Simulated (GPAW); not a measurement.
# Si K ELNES/XANES of CoSi2 (Fm-3m) from DFT, part 2 of 2

What does one-electron theory with a core hole give for the Si K edge of CoSi2 (Fm-3m)?

GPAW 26.7.0; X-ray absorption from dipole matrix elements to empty bands, plane-wave PAW PBE.

So far. Step 2 (Ground state of the crystal): The mesh shows no gap, so the system is treated as a metal and the core electron is put at the Fermi level (neutral cell). Step 3 (Spectrum without a core hole, Si atom 2): Main maxima below 24 eV (height): 0.5 eV (0.35), 3.9 eV (1.30), 6.1 eV (1.59), 8.7 eV (1.52), 13.9 eV (1.05), 17.5 eV (1.00) and 20.2 eV (1.01). A K edge sees empty p states on the absorber.

The database entry behind the starting cell differs from later determinations by our own check (0.1 to 0.3 % short, probably kX units), so it need not match the best structure at ambient conditions.

**5. Spectrum with XCH, Si atom 2**

The holes are 6.6 Å apart. In GPAW the data set carries the hole's charge, so charge=0 means a charged cell and charge=-1 a neutral one. The excited electron is kept in the cell, where it fills the lowest empty states and screens the hole. After the field has converged, empty bands are computed with the density fixed and the dipole matrix elements are summed.

xas.py

```python
import numpy as np
from ase import Atoms
from ase.parallel import parprint, paropen
from gpaw import GPAW, PW, FermiDirac, Mixer, MixerDif, setup_paths
from gpaw.test import gen
setup_paths.insert(0, '.')
gen('Si', name='fch1s', xcname='PBE', corehole=(1, 0, 1), write_xml=True)
from gpaw.mpi import world
world.barrier()

atoms = Atoms('Co6Si12',
    cell=[[-5.356, -2.678, -2.678],
     [2.678, -5.356, 2.678],
     [-5.356, 2.678, 2.678]],
    scaled_positions=[[0, 0, 0],
     [0.5, 0.33333333, 0.16666667],
     [0, 0.66666667, 0.33333333],
     [0, 0.33333333, 0.66666667],
     [0.5, 0, 0.5],
     [0.5, 0.66666667, 0.83333333],
     [0.875, 0, 0.375],
     [0.375, 0.33333333, 0.54166667],
     [0.875, 0.66666667, 0.70833333],
     [0.875, 0.33333333, 0.04166667],
     [0.375, 0, 0.875],
     [0.375, 0.66666667, 0.20833333],
     [0.625, 0, 0.125],
     [0.125, 0.33333333, 0.29166667],
     [0.625, 0.66666667, 0.45833333],
     [0.625, 0.33333333, 0.79166667],
     [0.125, 0, 0.625],
     [0.125, 0.66666667, 0.95833333]],
    magmoms=[3.0, 3.0, 3.0, 3.0, 3.0, 3.0, 0.0, 0.0, 0.0, 0.0, 0.0, 0.0, 0.0, 0.0, 0.0, 0.0, 0.0, 0.0],
    pbc=True)
atoms.calc = calc = GPAW(legacy_gpaw=True, mode=PW(430), xc='PBE', setups={6: 'fch1s'},
    kpts={'size': (3, 3, 3), 'gamma': True}, occupations=FermiDirac(0.1),
    charge=-1, mixer=MixerDif(0.05, 8, 50), maxiter=150,
    convergence={'density': 0.0001}, txt='scf.txt')
energy = atoms.get_potential_energy() + calc.get_reference_energy()
ef = calc.get_fermi_level()
out = dict(energy=energy, fermi=ef, forces=atoms.get_forces().tolist(), magmoms=atoms.get_magnetic_moments().tolist())
parprint(f'all-electron energy {energy:.4f} eV, Fermi level {ef:.4f} eV')
ev = np.array([[calc.get_eigenvalues(k, s) for k in range(len(calc.get_ibz_k_points()))] for s in range(calc.get_number_of_spins())])
out['homo'], out['lumo'], out['counts'] = ev[ev < ef].max(), ev[ev > ef].min(), sorted(set((ev < ef).sum((0, 2)).tolist()))
out['filled'] = (ev[:, 0] < ef).sum(1).tolist()

from ase.units import Ha
from gpaw.xas import dipole_matrix_elements
nb = int(calc.get_number_of_electrons() / 2) + 170
top, nb = nb, nb + 8 + nb // 12
nscf = calc.fixed_density(kpts={'size': (4, 4, 4), 'gamma': True}, nbands=nb,
    convergence={'bands': top, 'eigenstates': 1e-5}, maxiter=60, txt='nscf.txt')
cell = atoms.cell.array
ops = [cell.T @ U.T @ np.linalg.inv(cell.T) for U in nscf.wfs.kd.symmetry.op_scc]
E = np.arange(-6, 34, 0.1)
fwhm = np.interp(E, [4, 25], [0.9, 3.5])
Y, X, zero, highest = 0, 0, 1e9, 1e9
for spin in range(nscf.get_number_of_spins()):
    wfs = nscf.wfs
    A = dipole_matrix_elements(wfs.setups[6])
    eps = np.zeros((wfs.kd.nibzkpts, nb))
    d = np.zeros((3, A.shape[1], wfs.kd.nibzkpts, nb), complex)
    for kpt in wfs.kpt_u:
        if kpt.s == spin and 6 in kpt.P_ani:
            eps[kpt.k] = kpt.eps_n * Ha
            d[:, :, kpt.k] = (kpt.weight * wfs.nspins / 2) ** 0.5 * np.inner(A, kpt.P_ani[6])
    world.sum(eps)
    world.sum(d)
    T = np.einsum('amkn,bmkn->abkn', d, d.conj()).real
    T = sum(np.einsum('ai,ijkn,bj->abkn', R, T, R) for R in ops) / len(ops)
    empty = eps > ef
    zero, highest = min(zero, eps[empty].min()), min(highest, eps[:, top - 1].min())
    lines = [(eps, T, empty)] if spin == 0 else lines + [(eps, T, empty)]
for eps, T, empty in lines:
    f = np.einsum('aakn->akn', T).reshape(3, -1)
    x = eps.ravel() - zero
    w = np.interp(x, E, fwhm) / 2.35482
    g = np.exp(-0.5 * ((E[:, None] - x) / w) ** 2) / (w * (2 * np.pi) ** 0.5)
    Y = Y + (f * empty.ravel()) @ g.T
    X = X + (f * ~empty.ravel()) @ g.T
out.update(E=E.round(2).tolist(), xas=Y.tolist(), xes=X.tolist(), zero=zero, valid=highest - zero, nk=len(eps), nb=nb)
for i in range(0, len(E), 10):
    parprint(f'{E[i]:7.2f}', *(f'{v:10.3e}' for v in Y[:, i]))
import json
with paropen('out.json', 'w') as f:
    json.dump(out, f)
```

Run with:

```
> OMP_NUM_THREADS=1 mpirun -n 4 gpaw python xas.py
```

Numbers of over 12 decimals in the logs are rounded to 6 here.

Output:

```text
Input parameters:
  charge: -1
  convergence: {density: 0.0001}
  kpts: {gamma: True,
         size: (3, 3, 3)}
  maxiter: 150
  mixer: {backend: pulay,
          beta: 0.05,
          method: difference,
          nmaxold: 8,
          weight: 50}
  mode: {ecut: 430.0,
         name: pw}
  occupations: {fixmagmom: False,
                name: fermi-dirac,
                width: 0.1}
  setups: {6: fch1s}
  xc: PBE

Initialize ...

[... PAW data sets ...]

Reference energy: -320190.982891  # eV

Spin-polarized calculation.
Initial magnetic moment: 18.000000

[... convergence settings ...]
Symmetries present (total): 2
  [... symmetry matrices ...]

27 k-points: 3 x 3 x 3 Monkhorst-Pack grid
10 k-points in the irreducible part of the Brillouin zone
       k-points in crystal coordinates                weights
   0:     0.00000000    0.00000000    0.00000000          1/27
   1:     0.00000000    0.33333333   -0.33333333          4/27
   2:     0.00000000    0.33333333    0.00000000          2/27
   3:     0.00000000    0.33333333    0.33333333          2/27
   4:     0.33333333   -0.33333333   -0.33333333          2/27
   5:     0.33333333    0.00000000    0.00000000          2/27
   6:     0.33333333    0.00000000    0.33333333          4/27
   7:     0.33333333    0.33333333   -0.33333333          4/27
   8:     0.33333333    0.33333333    0.00000000          4/27
   9:     0.33333333    0.33333333    0.33333333          2/27

Wave functions: Plane wave expansion
  Cutoff energy: 430.000 eV
  Number of coefficients (min, max): 4631, 4678
  Pulay-stress correction: 0.000000 eV/Ang^3 (de/decut=0.000000)
  Using FFTW library
  Wavefunction extrapolation:
    Improved wavefunction reuse through dual PAW basis

Occupation numbers: Fermi-Dirac:
  width: 0.1000  # eV

Eigensolver
   Davidson(niter=2)

Densities:
  Coarse grid: 32*32*32 grid
  Fine grid: 64*64*64 grid
  Total Charge: 0.000000

Density mixing:
  Method: difference
  Backend: pulay
  Linear mixing parameter: 0.05
  old densities: 8
  Width of damping distribution: 1.1
  Damping of long wavelength oscillations: 50

[... Hamiltonian set-up ...]
Number of atoms: 18
Number of atomic orbitals: 102
Number of bands in calculation: 77
Number of valence electrons: 103
Bands to converge: occupied

... initialized

Initializing position-dependent things.

Density initialized from atomic densities
Creating initial wave functions:
  77 bands from LCAO basis set

               Si
                   Co
           Si    Si
         SiCo  Si     SiCo
             Co           Co
       Si     Si    Si
                  Co
         Si    Si
              Si

Atomic positions and initial magnetic moments

Positions:
   0 Co     0.000000    0.000000    0.000000    ( 0.0000,  0.0000,  3.0000)
   1 Co    -2.678000   -2.678000   -0.000000    ( 0.0000,  0.0000,  3.0000)
   2 Co     0.000000   -2.678000    2.678000    ( 0.0000,  0.0000,  3.0000)
   3 Co    -2.678000    0.000000    2.678000    ( 0.0000,  0.0000,  3.0000)
   4 Co    -5.356000    0.000000    0.000000    ( 0.0000,  0.0000,  3.0000)
   5 Co    -5.356000   -2.678000    2.678000    ( 0.0000,  0.0000,  3.0000)
   6 Si    -6.695000   -1.339000   -1.339000    ( 0.0000,  0.0000,  0.0000)
[...]
15 Si    -6.695000   -1.339000    1.339000    ( 0.0000,  0.0000,  0.0000)
  16 Si    -4.017000    1.339000    1.339000    ( 0.0000,  0.0000,  0.0000)
  17 Si    -4.017000   -1.339000    4.017000    ( 0.0000,  0.0000,  0.0000)

Unit cell:
           periodic     x           y           z      points  spacing
  1. axis:    yes   -5.356000   -2.678000   -2.678000    32     0.1933
  2. axis:    yes    2.678000   -5.356000    2.678000    32     0.1775
  3. axis:    yes   -5.356000    2.678000    2.678000    32     0.1697

  Lengths:   6.559734   6.559734   6.559734
  Angles:  120.000000  70.528779  99.594068

[...]
iter:  19  -146.019873c  -7.38  -4.18c   -0.0385
iter:  20  -146.019867c  -7.55c -4.27c   -0.0385

Converged after 20 iterations.

Dipole moment: (-0.110109, -0.099405, -0.099405) |e|*Ang

Total magnetic moment: (0.000000, 0.000000, -0.038454)
Local magnetic moments:
   0 Co ( 0.000000,  0.000000,  0.001756)
   1 Co ( 0.000000,  0.000000, -0.001025)
   2 Co ( 0.000000,  0.000000,  0.002254)
   3 Co ( 0.000000,  0.000000,  0.002254)
   4 Co ( 0.000000,  0.000000,  0.001249)
   5 Co ( 0.000000,  0.000000, -0.001025)
   6 Si ( 0.000000,  0.000000, -0.079231)
   7 Si ( 0.000000,  0.000000, -0.000491)
   8 Si ( 0.000000,  0.000000, -0.000245)
   9 Si ( 0.000000,  0.000000, -0.000245)
  10 Si ( 0.000000,  0.000000, -0.000414)
  11 Si ( 0.000000,  0.000000, -0.000491)
  12 Si ( 0.000000,  0.000000,  0.000126)
  13 Si ( 0.000000,  0.000000,  0.000146)
  14 Si ( 0.000000,  0.000000,  0.000182)
  15 Si ( 0.000000,  0.000000,  0.000182)
  16 Si ( 0.000000,  0.000000, -0.000042)
  17 Si ( 0.000000,  0.000000,  0.000146)

Energy contributions relative to reference atoms: (reference = -320190.982891)

Kinetic:       +120.972516
Potential:      -92.158296
External:        +0.000000
XC:            -176.243484
Entropy (-ST):   -0.240191
Local:           +1.529493
SIC:             +0.000000
--------------------------
Free energy:   -146.139962
Extrapolated:  -146.019867

Spin contamination: 1.601569 electrons
Showing only first 2 kpts
                      Up                     Down
 Kpt  Band  Eigenvalues  Occupancy  Eigenvalues  Occupancy
  0    49      9.11017    0.99956      9.10803    0.99957
  0    50      9.11711    0.99953      9.11511    0.99954
  0    51      9.99672    0.24404      9.93658    0.37068
  0    52     11.67593    0.00000     11.66115    0.00000

  1    49      9.21139    0.99880      9.20760    0.99884
  1    50      9.78032    0.73756      9.77206    0.75322
  1    51      9.81311    0.66937      9.80689    0.68300
  1    52     10.29700    0.01577     10.28298    0.01810

Fermi level: 9.88365

No gap
No difference between direct/indirect transitions

Forces in eV/Ang:
  0 Co   -0.36760    0.39332    0.39332
  1 Co   -0.03489   -0.03075   -0.02623
  2 Co    0.40623   -0.34905    0.39316
  3 Co    0.40623    0.39316   -0.34905
  4 Co   -0.39334   -0.38366   -0.38366
  5 Co   -0.03489   -0.02623   -0.03075
  6 Si    0.05664    0.02328    0.02328
[...]
15 Si    0.02500    0.03714    0.31237
 16 Si   -0.43855   -0.02916   -0.02916
 17 Si    0.00455    0.01723   -0.36790
Scalar-relativistic atomic PBE calculation for Si (Silicon, Z=14)
Core hole in 1s state (1s occupation: 1.0)
450 radial gridpoints.
|------------------------------------------------|
|------------------------------------------------|
[... the atom generator's iteration count ...]

Energy contributions:
-------------------------
Kinetic:     +221.745190
XC:           -16.785200
Potential:   -426.372331
-------------------------
Total:       -221.412342

state      eigenvalue         ekin         rmax
-----------------------------------------------
1s^1.0 :   -71.206846    96.114624        0.072
2s^2.0 :    -6.491723    14.943914        0.433
2p^6.0 :    -4.995075    14.633345        0.356
3s^2.0 :    -0.832019     2.235437        1.584
3p^2.0 :    -0.528006     1.735896        1.752
-----------------------------------------------
(units: Bohr and Hartree)

Generating PAW setup
Kinetic energy of the core from tauc = 214.240136
Cutoffs:
rc(s)=2.000
rc(p)=2.000
rc(d)=2.000
rc(vbar)=1.800
rc(comp)=2.000
rc(nct)=2.000

Kinetic energy of the core states: 213.802523
Charge: 1.0
Core electrons: 9.0
Valence electrons: 4.0
Pseudo-core charge: 0.074419
Shape function alpha=2.500
Pseudo-electron charge 4.463919
state    eigenvalue         norm
--------------------------------
3s(2) :    -0.832019     1.189601
*s    :     0.167981
3p(2) :    -0.528006     1.005149
*p    :     0.471994
*d    :     0.000000
--------------------------------

Diagonalizing with gridspacing h=0.050

state   all-electron     PAW
-------------------------------
3s:      -0.832019    -0.832268
3p:      -0.528006    -0.528057
*d:                   -0.145245
*f:                   -0.019937
-------------------------------
all-electron energy -320337.0028 eV, Fermi level 9.8836 eV
  -6.00  5.372e-61  5.945e-61  5.945e-61
  -5.00  1.240e-44  1.495e-44  1.495e-44
  -4.00  3.120e-31  4.149e-31  4.149e-31
  -3.00  8.832e-21  1.306e-20  1.306e-20
  -2.00  3.000e-13  4.886e-13  4.886e-13
  -1.00  1.365e-08  2.365e-08  2.365e-08
  -0.00  1.247e-06  2.052e-06  2.052e-06
[...]
31.00  9.316e-06  9.106e-06  9.106e-06
  32.00  9.966e-06  9.823e-06  9.823e-06
  33.00  1.039e-05  1.038e-05  1.038e-05
```

Elapsed: 9.4 min, on 4 MPI ranks of Arm Neoverse V2, shared host; peak memory 0.78 GiB.

The Si K spectrum, Si atom 2, excited-electron core hole (neutral cell) (energy from the lowest empty level; intensity scaled to a mean of 1 over the first 20 eV):

| E (eV) | intensity |
| --- | --- |
| -2.00 | 0.00 |
| -1.25 | 0.00 |
| -0.50 | 0.04 |
| 0.25 | 0.25 |
| 1.00 | 0.46 |
| 1.75 | 1.05 |
| 2.50 | 1.20 |
| 3.25 | 2.11 |
| 4.00 | 1.93 |
| 4.75 | 1.72 |
| 5.50 | 1.55 |
| 6.25 | 1.37 |
| 7.00 | 1.23 |
| 7.75 | 1.16 |
| 8.50 | 1.05 |
| 9.25 | 0.93 |
| 10.00 | 0.73 |
| 10.75 | 0.56 |
| 11.50 | 0.56 |
| 12.25 | 0.71 |
| 13.00 | 0.84 |
| 13.75 | 0.86 |
| 14.50 | 0.80 |
| 15.25 | 0.78 |
| 16.00 | 0.81 |
| 16.75 | 0.83 |
| 17.50 | 0.83 |
| 18.25 | 0.82 |
| 19.00 | 0.83 |
| 19.75 | 0.81 |
| 20.50 | 0.76 |
| 21.25 | 0.69 |
| 22.00 | 0.64 |
| 22.75 | 0.60 |
| 23.50 | 0.57 |
| 24.25 | 0.54 |
| 25.00 | 0.50 |
| 25.75 | 0.47 |
| 26.50 | 0.46 |
| 27.25 | 0.47 |
| 28.00 | 0.52 |
| 28.75 | 0.60 |
| 29.50 | 0.69 |
| 30.25 | 0.79 |

Main maxima below 24 eV (height): 2.1 eV (1.29), 3.5 eV (2.25), 13.5 eV (0.87) and 16.9 eV (0.83). 

The total-energy difference is 1836.63 eV.

**6. Spectrum with FCH, Si atom 2**

The holes are 6.6 Å apart. In GPAW the data set carries the hole's charge, so charge=0 means a charged cell and charge=-1 a neutral one. The excited electron is left out and a uniform background balances the charge. After the field has converged, empty bands are computed with the density fixed and the dipole matrix elements are summed.

Changed against the first core-hole run: core hole to FCH.

Edit xas.py of step 5 so:

```diff
@@ -36,3 +36,3 @@
     kpts={'size': (3, 3, 3), 'gamma': True}, occupations=FermiDirac(0.1),
-    charge=-1, mixer=MixerDif(0.05, 8, 50), maxiter=150,
+    charge=0, mixer=MixerDif(0.05, 8, 50), maxiter=150,
     convergence={'density': 0.0001}, txt='scf.txt')
```

Output:

```text
Input parameters:
  convergence: {density: 0.0001}
  kpts: {gamma: True,
         size: (3, 3, 3)}
  maxiter: 150
  mixer: {backend: pulay,
          beta: 0.05,
          method: difference,
          nmaxold: 8,
          weight: 50}
  mode: {ecut: 430.0,
         name: pw}
  occupations: {fixmagmom: False,
                name: fermi-dirac,
                width: 0.1}
  setups: {6: fch1s}
  xc: PBE

Initialize ...

[...]
3s:      -0.832019    -0.832268
3p:      -0.528006    -0.528057
*d:                   -0.145245
*f:                   -0.019937
-------------------------------
all-electron energy -320346.8235 eV, Fermi level 9.7293 eV
  -6.00  8.408e-61  9.364e-61  9.364e-61
  -5.00  2.197e-44  2.294e-44  2.294e-44
  -4.00  6.369e-31  6.158e-31  6.158e-31
  -3.00  2.068e-20  1.844e-20  1.844e-20
[...]
32.00  9.917e-06  9.755e-06  9.755e-06
  33.00  1.036e-05  1.032e-05  1.032e-05
[key lines of the parts left out:]
Converged after 22 iterations.
Dipole moment: (-0.108875, -0.099521, -0.099521) |e|*Ang
Free energy:   -155.948524
Fermi level: 9.72933
```

It took 9.2 min on 4 MPI ranks; peak memory 0.8 GiB; 37 min of CPU time.

| E (eV) | first run | this run |
| --- | --- | --- |
| -2.0 | 0.00 | 0.00 |
| -1.0 | 0.00 | 0.00 |
| 0.0 | 0.17 | 0.22 |
| 1.0 | 0.46 | 0.45 |
| 2.0 | 1.26 | 1.19 |
| 3.0 | 1.70 | 1.47 |
| 4.0 | 1.93 | 2.01 |
| 5.0 | 1.67 | 1.70 |
| 6.0 | 1.44 | 1.48 |
| 7.0 | 1.23 | 1.25 |
| 8.0 | 1.12 | 1.15 |
| 9.0 | 0.98 | 1.00 |
| 10.0 | 0.73 | 0.78 |
| 11.0 | 0.54 | 0.55 |
| 12.0 | 0.65 | 0.62 |
| 13.0 | 0.84 | 0.82 |
| 14.0 | 0.84 | 0.85 |
| 15.0 | 0.78 | 0.78 |
| 16.0 | 0.81 | 0.80 |
| 17.0 | 0.83 | 0.83 |
| 18.0 | 0.82 | 0.82 |
| 19.0 | 0.83 | 0.83 |
| 20.0 | 0.80 | 0.81 |
| 21.0 | 0.72 | 0.73 |
| 22.0 | 0.64 | 0.65 |
| 23.0 | 0.59 | 0.60 |
| 24.0 | 0.55 | 0.55 |
| 25.0 | 0.50 | 0.51 |
| 26.0 | 0.47 | 0.47 |
| 27.0 | 0.46 | 0.46 |
| 28.0 | 0.52 | 0.51 |
| 29.0 | 0.63 | 0.61 |
| 30.0 | 0.76 | 0.74 |

Against the first run the r.m.s. difference is 4 %. The highest intensity below 16 eV goes from 3.5 eV (2.25) to 3.6 eV (2.25).

The photon energy of the zero moves by -0.06 eV.

**7. With and without the hole**

Both curves are counted from their own zero, so only the shift of weight within the empty states shows.

| E (eV) | no hole | XCH |
| --- | --- | --- |
| -2.0 | 0.00 | 0.00 |
| -1.0 | 0.00 | 0.00 |
| 0.0 | 0.24 | 0.17 |
| 1.0 | 0.25 | 0.46 |
| 2.0 | 0.56 | 1.26 |
| 3.0 | 0.59 | 1.70 |
| 4.0 | 1.29 | 1.93 |
| 5.0 | 1.31 | 1.67 |
| 6.0 | 1.59 | 1.44 |
| 7.0 | 1.46 | 1.23 |
| 8.0 | 1.45 | 1.12 |
| 9.0 | 1.48 | 0.98 |
| 10.0 | 1.18 | 0.73 |
| 11.0 | 0.84 | 0.54 |
| 12.0 | 0.65 | 0.65 |
| 13.0 | 0.88 | 0.84 |
| 14.0 | 1.05 | 0.84 |
| 15.0 | 0.90 | 0.78 |
| 16.0 | 0.86 | 0.81 |
| 17.0 | 0.98 | 0.83 |
| 18.0 | 0.99 | 0.82 |
| 19.0 | 0.96 | 0.83 |
| 20.0 | 1.00 | 0.80 |
| 21.0 | 0.97 | 0.72 |
| 22.0 | 0.85 | 0.64 |
| 23.0 | 0.75 | 0.59 |
| 24.0 | 0.69 | 0.55 |
| 25.0 | 0.62 | 0.50 |
| 26.0 | 0.54 | 0.47 |
| 27.0 | 0.48 | 0.46 |
| 28.0 | 0.49 | 0.52 |
| 29.0 | 0.55 | 0.63 |
| 30.0 | 0.63 | 0.76 |

With each curve scaled to its own mean, the area from −2 to 6 eV with the hole is 7.9 against 5.1, and the centre of weight from −1 to 20 eV moves by -1.2 eV: the hole pulls the absorber's empty states down.

**8. Summary of results**

```yaml
absorber_and_edge: Si K, atom 2 of the ground-state input (counted from 1)
surroundings: 4 Co at 2.32 Å and 6 Si at 2.68 Å (10-fold, site symmetry -43m)
highest_intensity_below_16_ev: 3.5 eV above the zero, height 2.25
photon_energy_of_the_zero_spin_polarised_hole_raw: 1836.6 eV (uncertain by a few eV)
```

The Si K edge of atom 2, with 4 Co at 2.32 Å and 6 Si at 2.68 Å (10-fold, site symmetry -43m), has its highest intensity of the first 16 eV at 3.5 eV above the zero, near 1840 eV in photon energy (uncertain by a few eV), 2.3 times the mean level of the first 20 eV (Gaussian full width 0.9 eV up to 4 eV, rising linearly to 3.5 eV at 25 eV). With each curve scaled to its own mean, the area from −2 to 6 eV with the hole is 7.9 against 5.1, and the centre of weight from −1 to 20 eV moves by -1.2 eV: the hole pulls the absorber's empty states down. Changing the core hole to FCH alters the shape by 4 % r.m.s., so the result is insensitive to this choice. The hole lies in one spin channel, while the script sums the empty states of both and takes the lower zero; where the two channels are split, this blurs and shifts the curve. The starting moments shrank to 0.00 μB or less, so this is hardly a magnetic state. The mesh is coarse (0.29 Å⁻¹ between points), so small maxima may be mesh ripples. The structure is a published determination, not relaxed.

[Banner, clock and machine lines of the logs are left out without a mark of their own.]

[Logs are printed without paths, hosts, clocks, repeated set-up lines and the standing remarks that a program may print on its own settings, such as how far it seeks lower states.]

[Hosts, paths, dates, database ids (printed as entryN), source tags and the programs' standing remarks are cut or masked in the printed files.]

[Lists of maxima count a maximum above −3 eV only where it reaches 4 % of the highest in the window and stands out from its surroundings by 2 % of it (1.5 % where it reaches 55 %); shoulders and weaker maxima are passed over, and of the rest the first, up to two pre-edge ones and the few strongest are named.]
